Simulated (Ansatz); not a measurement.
# InSe (R3m): band gap by G0W0 on r2SCAN

How far does one-shot GW move the r2SCAN gap of InSe (R3m)?

Calculated with Ansatz 0.2.0; r2SCAN, then G0W0 on it, plane waves, PAW.

## (1) Set-up

Symmetry: R3m, No. 160, trigonal system. Conventional cell: a = 4.000 Å, b = 4.000 Å, c = 24.950 Å, α = 90.00°, β = 90.00°, γ = 120.00°. Nearest to In lie 3 Se at 2.64 Å and 1 In at 2.80 Å. Se has 3 In at 2.64 Å nearest. Nearest to Se lie 3 In at 2.64 Å. Farther neighbours and most contacts between anions are not listed.

As a file:

```cif
data_structure
_symmetry_space_group_name_H-M 'R3m:H'
_symmetry_Int_Tables_number 160
_cell_length_a 4.0000
_cell_length_b 4.0000
_cell_length_c 24.9500
_cell_angle_alpha 90.000
_cell_angle_beta 90.000
_cell_angle_gamma 120.000
_cell_volume 345.72
loop_
_atom_site_label
_atom_site_type_symbol
_atom_site_symmetry_multiplicity
_atom_site_Wyckoff_symbol
_atom_site_fract_x
_atom_site_fract_y
_atom_site_fract_z
_atom_site_occupancy
In1 In 3 a 0.00000 0.00000 0.00000 1
In2 In 3 a 0.66667 0.33333 0.22113 1
Se1 Se 3 a 0.33333 0.66667 0.05117 1
Se2 Se 3 a 0.00000 0.00000 0.17000 1
```

The cell and positions come from the Crystallography Open Database and are kept as given unless a step says otherwise. The default PAW set here is soft_2. Its files were made with PBE.

## (2) The r2SCAN band structure

Levels along a band path and on the mesh show where this functional puts the band edges.

This step: DFT, r2SCAN, plane waves, PAW.

input.yaml

```yaml
crystal:
  lattice:
    - [2.0, 1.1547005384, 8.3166666667]
    - [-2.0, 1.1547005384, 8.3166666667]
    - [0.0, -2.3094010768, 8.3166666667]
  atoms:
    - { symbol: In, position: [0.0, 0.0, 0.0] }
    - { symbol: In, position: [0.1122, 0.1122, 0.1122] }
    - { symbol: Se, position: [0.6155, 0.6155, 0.6155] }
    - { symbol: Se, position: [0.83, 0.83, 0.83] }
kpoints:
  mp_grid: { grid: [6, 6, 6] }
  band_path:
    path:
      - [[0.0, 0.0, 0.0], [-0.5, -0.5, -0.5], [-0.5, -0.17951802, -0.82048198]]
      - [[-0.17951802, 0.17951802, -0.5], [0.0, 0.0, -0.5], [0.0, 0.0, 0.0], [0.0, 0.33975901, -0.33975901]]
      - [[-0.33975901, 0.0, -0.66024099], [-0.5, 0.0, -0.5], [0.0, 0.0, 0.0]]
    npoints: 10
hamiltonian:
  xc: r2scan
scf:
  occupations: { method: fermi_dirac, width: 0.02 }
  n_extra_bands: 5
output:
  eigenvalues: true
  forces: true
  stress: true
  write_density: true
  write_potential: true
  elf: true
  volumetric_format: npy
```

The run is started by

```console
> ansatz run input.yaml --threads 3 --pin off --max-ram 92160MiB --backend cuda --events-out ev --progress --plain --runs-dir out --devices 1 --max-vram 13GiB
```

Numbers of over 12 decimals in the logs are rounded to 6 here.

Log:

```text
basis.fft_grid_basis auto: the FFT boxes are laid along the combinations [[1, -1, 0], [0, 1, 0], [0, -1, 1]] of the cell's own vectors, 4.000, 8.631 and 4.000 Å long. The dense box has 30×64×30 points. Along the cell's own vectors, as sized, it would have 64×64×64, 4.55 times as many. Of the 6 symmetry operations that the crystal satisfies within crystal.symmetry.tolerance (time reversal apart; of a slab, those that  [...]
scf.n_extra_bands = 5 over 29 filled bands (N_el = 58.0): the run solves 34 bands
GPUs: using 1 of 1 available (devices: 1).
Engine: ansatz 0.2.0, x86_64-unknown-linux-gnu
Pseudopotentials: kind: paw
Pseudopotential: In, paw, valence charge 13, recommended cutoff 500 eV (meta_gga), In.paw.azcp
Pseudopotential: Se, paw, valence charge 16, recommended cutoff 500 eV (meta_gga), Se.paw.azcp
Functional definition: r2SCAN
  parameter k0 = 0.174
  parameter k1 = 0.065
  parameter a1 = 4.9479
  exchange = r2scan_x(k0 = k0, k1 = k1, a1 = a1)
  correlation = r2scan_c
device memory: the entry about to start is reckoned to put 2.7 GiB on a device that reports 52.9 GiB free (of which the cap on the GPU budget leaves the run 13.0 GiB)
GPU FFT provider: cuFFT
GPU libraries: cuBLAS 13.8.2, cuFFT 12.4.0, cuSOLVER 12.3.4
Crystal: 4 atoms, lattice volume = 115.239 Å³
Basis set: ecut = 500 eV, 2947 PW (Γ), FFT grids on a1−a2, a2, −a2+a3, exchange–correlation on 120×256×120 points (64 copies of the dense FFT grid, shifted against one another)
Bands: 34, of which v1, the nominal top of the filled ones, is band 29 counted from 1 (28 counted from 0)
Symmetry: 6 space group operations
Space group: R3m (ITA 160), of the structure as read, at distance tolerance 4.9e-5 Å
k-points: 32 of 216 (time reversal used)
Non-local potential: In, projectors of the file, l = 0: 2, l = 1: 2, l = 2: 2, l = 3: 2
Non-local potential: Se, projectors of the file, l = 0: 2, l = 1: 2, l = 2: 3, l = 3: 1
PAW form: soft (Blöchl's): semilocal exchange-correlation on the pseudo side does not see the compensation charge
PAW frozen core: In, regenerated for the run's functional (the file was generated under x = pbe(κ = 0.804, μ = 0.219515), c = pbe(β = 0.066725))
PAW frozen core: Se, regenerated for the run's functional (the file was generated under x = pbe(κ = 0.804, μ = 0.219515), c = pbe(β = 0.066725))
PAW one-centre angular grid: In, 590 points (default); XC on 289 of its mesh's 2783 points in the sphere
PAW one-centre angular grid: Se, 590 points (default); XC on 160 Gauss nodes
Initial density: superposition of atomic densities (neutral atoms: chi_scale 0, normalization atom), corrected by the library's trained network
Initial wavefunctions: pseudopotential atomic-orbital guess
GPU buffer pool allocated for 57600 grid points (all kernels)
GPU transforms: local potential and band sums: pruned to the plane-wave sphere, on 30×64×30
Functional: x = r2scan, c = r2scan; τ floored in thin density (d = 2e-4 eV/Å³)
SCF iter   1: F=—  HF=-22182.562397 eV  |F-HF|=—  |Δ(HF+E_count)|=         —  Δρ=5.93e-3  dr2=3.17e-2  dr2_τ=1.59e-2  ethr=1.77e-3  ⟨swp⟩=7.2  Hψ=4938  notcnv=0
preconditioner: auto → Resta (q_TF=auto, 2.433 Å⁻¹)  ε∞=3.2  [insulator: Δε(μ)=0.797 eV  Ē_g=14.317 eV  σ=0.020 eV  W_gap=1.00  n_scr=30 (ndim 8)  ℏωp=21.3 eV  f_vac=0.076  D(μ)=0.00/eV (n_scr^D=0)  ε∞_Penn≈3.2]
SCF iter   2: F=—  HF=-22182.576352 eV  |F-HF|=—  |Δ(HF+E_count)|=   1.40e-2  Δρ=2.61e-3  dr2=5.61e-3  dr2_τ=2.10e-4  ethr=5.46e-5  ⟨swp⟩=3.2  Hψ=2295  notcnv=0
SCF iter   3: F=—  HF=-22182.576573 eV  |F-HF|=—  |Δ(HF+E_count)|=   2.21e-4  Δρ=6.45e-4  dr2=4.48e-4  dr2_τ=1.55e-5  ethr=9.66e-6  ⟨swp⟩=2.0  Hψ=1854  notcnv=0
SCF iter   4: F=—  HF=-22182.576731 eV  |F-HF|=—  |Δ(HF+E_count)|=   1.58e-4  Δρ=1.92e-4  dr2=4.63e-5  dr2_τ=1.64e-6  ethr=7.73e-7  ⟨swp⟩=2.4  Hψ=1967  notcnv=0
SCF iter   5: F=—  HF=-22182.576765 eV  |F-HF|=—  |Δ(HF+E_count)|=   3.41e-5  Δρ=5.32e-5  dr2=5.22e-6  dr2_τ=1.09e-7  ethr=7.98e-8  ⟨swp⟩=2.2  Hψ=1913  notcnv=0
SCF iter   6: F=—  HF=-22182.576767 eV  |F-HF|=—  |Δ(HF+E_count)|=   1.75e-6  Δρ=1.69e-5  dr2=6.71e-7  dr2_τ=1.33e-8  ethr=9.01e-9  ⟨swp⟩=2.0  Hψ=1312  notcnv=0
SCF iter   7: F=-22182.576767 eV  HF=-22182.576767 eV  |F-HF|=1.94e-8  |Δ(HF+E_count)|=   2.60e-7  Δρ=4.91e-6  dr2=3.70e-8  dr2_τ=2.87e-9  ethr=1.72e-10  ⟨swp⟩=11.0  Hψ=8744  notcnv=0
SCF 1 converged in 7 iterations: F = -22182.576767 eV  dr2 = 3.70e-8
  greatest PAW one-centre occupation: 1.000 electrons in one spin orbital (limit 2), on the Se atom at site 3 (counted from 0), in its partial waves of l = 2
device memory: the entry about to start is reckoned to put 2.3 GiB on a device that reports 52.6 GiB free (of which the cap on the GPU budget leaves the run 13.0 GiB)
NSCF: frozen V_eff on 73 k-points
SCF converged after 7 iterations
Free energy (F): -22182.576767 eV
Harris-Foulkes:  -22182.576767 eV  (|F-HF|=1.94e-8)
Internal energy: -22182.576767 eV  (E = F + TS)
E sigma→0 (E₀):  -22182.576767 eV
Fermi energy:    7.696299 eV
--- Per-component energies (eV) ---
  E_band       = -944.288149
  E_kinetic    = 723.469298
  E_local      = -7845.919894  (includes V_loc(G=0)·N_el)
  E_nonlocal   = -454.873217
  E_hartree    = 3622.618255
  E_xc         = -598.181300
  E_vxc        = -424.378505  (∫ρ·V_xc dr)
  E_paw        = -12219.653762  (= ΣΔE_a)
  E_vpaw       = -212.945644  (= ΣTr[D̂ρ^β])
  E_aug_tail   = -0.000398  (compensation charges beyond the density's cutoff)
  E_vtau       = 25.126693  (kinetic-family band-sum trace: ∫τ·v_τ [+ j·A + Jᵃ·Aᵃ] dr)
  E_ewald      = -5408.437302
  E_core_change = -1.598449  (= ΣΔE_core)
  E_smearing   = -0.000000  (= −TS)
  E_closure    = 0.000000  (closes the sum)
  Σ components = -22182.576767   (vs F -22182.576767, Δ=0.00e0)
--- Forces (eV/Å), atoms counted from 1 ---
  atom   1  In     0.00000000     0.00000000     0.08785700
  atom   2  In     0.00000000     0.00000000    -0.08420483
  atom   3  Se     0.00000000     0.00000000     0.07421249
  atom   4  Se    -0.00000000    -0.00000000    -0.07787101
  max |Σ_I F_I| component: 6.35e-6 eV/Å
--- Stress (GPa, compression-positive) ---
        1.464270       0.000000       0.000000
        0.000000       1.464270      -0.000000
        0.000000       0.000000       0.849142
  P = ⅓ Tr σ = 1.2592 GPa (12.592 kbar)
--- Band table (eV; the first three rows and the last of 32) ---
  k-point 0: bands = [... 25 lower, 5.8523, 5.8523, 5.9848, 5.9848, 9.3933, 9.8465, 11.9686, 11.9686, ... 1 higher]
  k-point 1: bands = [... 25 lower, 5.3801, 5.5220, 5.7045, 6.1544, 9.7617, 10.3717, 11.3957, 12.1916, ... 1 higher]
  k-point 2: bands = [... 25 lower, 5.0041, 5.1204, 5.1848, 5.9847, 9.0506, 9.6476, 11.3937, 11.9138, ... 1 higher]
  k-point 31: bands = [... 25 lower, 5.7809, 6.0642, 6.0642, 7.2879, 8.1047, 9.8974, 11.8717, 11.8717, ... 1 higher]
```

It took 5.9 s on 1 × NVIDIA H100 80GB HBM3 (shared by 6 runs) with 3 threads of AMD EPYC 7R13 (Zen 3), shared host; peak memory 1.1 GiB.

The column dr2 measures how far the density is from self-consistency, as an energy; F and HF (Harris–Foulkes) agree once it is small.

This step gave:

| Item | Value |
| --- | --- |
| pressure | 1.259 GPa |
| filled bands | 29 |
| gap | 0.8167 eV |
| valence top at | T |
| conduction bottom at | T |
| least direct gap | 0.8167 eV |

Over mesh and path the gap is 0.817 eV, direct, at k = (-0.500, -0.500, -0.500).

The electronic bands at the labelled points (eV, zero at the top of the highest nominally filled band):

| point | band 26 | band 27 | band 28 | band 29 | band 30 | band 31 | band 32 | band 33 |
| --- | --- | --- | --- | --- | --- | --- | --- | --- |
| Γ | -1.44 | -1.44 | -1.30 | -1.30 | 2.11 | 2.56 | 4.68 | 4.68 |
| halfway | -1.48 | -1.26 | -1.26 | -0.89 | 1.58 | 2.60 | 4.63 | 4.63 |
| T | -1.51 | -1.22 | -1.22 | 0.00 | 0.82 | 2.61 | 4.58 | 4.58 |
| halfway | -3.02 | -2.57 | -2.18 | -0.75 | 2.72 | 2.95 | 4.40 | 4.76 |
| H2 | -3.82 | -2.66 | -2.38 | -1.87 | 1.86 | 2.76 | 3.63 | 4.76 |
| jump to H0 | -3.82 | -2.66 | -2.38 | -1.87 | 1.86 | 2.76 | 3.63 | 4.76 |
| halfway | -3.48 | -3.08 | -2.25 | -1.63 | 2.11 | 2.63 | 3.67 | 4.69 |
| L | -2.52 | -2.50 | -2.34 | -1.76 | 1.41 | 2.30 | 4.00 | 4.36 |
| halfway | -2.08 | -2.04 | -1.85 | -1.10 | 2.29 | 2.50 | 4.40 | 4.65 |
| Γ | -1.44 | -1.44 | -1.30 | -1.30 | 2.11 | 2.56 | 4.68 | 4.68 |
| halfway | -2.51 | -2.51 | -1.86 | -1.07 | 2.46 | 2.76 | 3.84 | 4.92 |
| S0 | -3.84 | -2.71 | -2.36 | -1.83 | 1.92 | 2.66 | 3.68 | 4.73 |
| jump to S2 | -3.84 | -2.71 | -2.36 | -1.83 | 1.92 | 2.66 | 3.68 | 4.73 |
| halfway | -3.01 | -2.75 | -2.60 | -1.69 | 1.91 | 2.32 | 3.99 | 4.53 |
| F | -2.80 | -2.67 | -2.14 | -1.59 | 1.42 | 2.26 | 3.64 | 3.90 |
| halfway | -2.24 | -2.13 | -1.75 | -0.86 | 2.11 | 2.50 | 4.47 | 4.76 |
| Γ | -1.44 | -1.44 | -1.30 | -1.30 | 2.11 | 2.56 | 4.68 | 4.68 |

Electrostatic potential energy in the ac plane of the conventional cell at fractional y = 0.000, with atoms of In and Se within 0.2 Å of it. With pseudopotentials it is smooth inside the atoms' cores, unlike the true potential.

Ten even steps from '_' (-28 eV) to '@' (12 eV), each cell a mean:
```
..::--**%%@@@@@@@@%%##++::..
++**##%%@@@@@@@@@@@@%%%%##**
______==##%%@@@@@@%%##::____
====**##%%%%%%%%%%%%%%##++==
@@@@@@@@@@@@@@@@@@@@@@@@@@@@
@@@@@@@@@@@@@@@@@@@@@@@@@@@@
@@@@@@@@@@@@%%%%%%@@@@@@@@@@
@@@@@@@@%%%%####%%%%@@@@@@@@
@@@@@@@@@@%%%%%%%%%%@@@@@@@@
@@@@@@@@@@@@@@@@@@@@@@@@@@@@
@@@@@@@@%%%%####%%%%%%@@@@@@
@@@@@@@@@@%%%%%%%%%%@@@@@@@@
@@@@@@@@@@@@@@@@@@@@@@@@@@@@
%%%%@@@@@@@@@@@@@@@@@@@@%%%%
**++==**%%@@@@@@@@@@%%====**
******%%%%%%%%%%%%%%%%##****
@@@@@@@@@@%%%%%%%%%%@@@@@@@@
@@@@@@@@@@@@@@@@@@@@@@@@@@@@
%%%%@@@@%%%%####%%%%%%@@@@%%
++++==**%%%%%%%%%%%%%%++==++
**++**##@@@@@@@@@@@@%%##++**
@@@@@@@@@@@@@@@@@@@@@@@@@@@@
%%%%@@@@@@@@%%%%%%@@@@@@%%%%
__..::++%%%%@@@@@@%%##==..__
```
Columns run along a (4.0 Å; values clipped at the 3rd and 97th percentile), rows up along c (25.0 Å), edges of the conventional cell, whose origin can differ from the input's. Atoms in or near the plane, at fractional coordinates: In at (0.00, 0.00), In at (0.00, 0.89), Se at (0.00, 0.38), Se at (0.00, 0.17).

Valence density in the ac plane of the conventional cell at fractional y = 0.000, with atoms of In and Se within 0.2 Å of it. It is the smooth field of the valence electrons, not physical close to the nuclei.

Ten steps, logarithmic in the rise over the least value, from '0' (0 e/Å³) to '9' (21 e/Å³), each cell a mean:
```
65421000001246
32210000000122
87521000011367
43211111111234
00000011100000
00000000000000
00001111110000
00001122110000
00000011100000
00000000000000
00000111110000
00001122211000
00000011100000
21100000000112
98521000012369
54321111111235
00000011100000
00000000000000
11111111111111
97421100112368
75321000001246
00000000000000
00001111111000
76421111111357
```
Columns run along a (4.0 Å), rows up along c (25.0 Å), edges of the conventional cell, whose origin can differ from the input's. Atoms in or near the plane, at fractional coordinates: In at (0.00, 0.00), In at (0.00, 0.89), Se at (0.00, 0.38), Se at (0.00, 0.17).

[end of part 1 of 2]

[Paths, hosts, dates, memory and timing lines, banners, echoed tables and standing remarks are left out of the program output.]

[Logs are printed without paths, hosts, clocks, repeated set-up lines and the standing remarks that a program may print on its own settings, such as how far it seeks lower states.]

[Runs of the session that timed out or met a known fault of the program may be left out.]

[Cells called generated may have been cut or substituted from an entry of the Crystallography Open Database or the Materials Project.]

[Hosts, paths, dates, database ids (printed as entryN), source tags and the programs' standing remarks are cut or masked in the printed files.]

[Where an RPA ε∞ is given, it is that of the G0W0 mesh and is not shown converged in it. Names of k-points follow the symmetry that the program found, which can be lower than the space group named. Band edges on a path are those of the sampled points; other points can move an edge, and change direct to indirect where valleys lie close.]

[Hybrid gaps are those of their k-mesh and are not shown converged in it.]
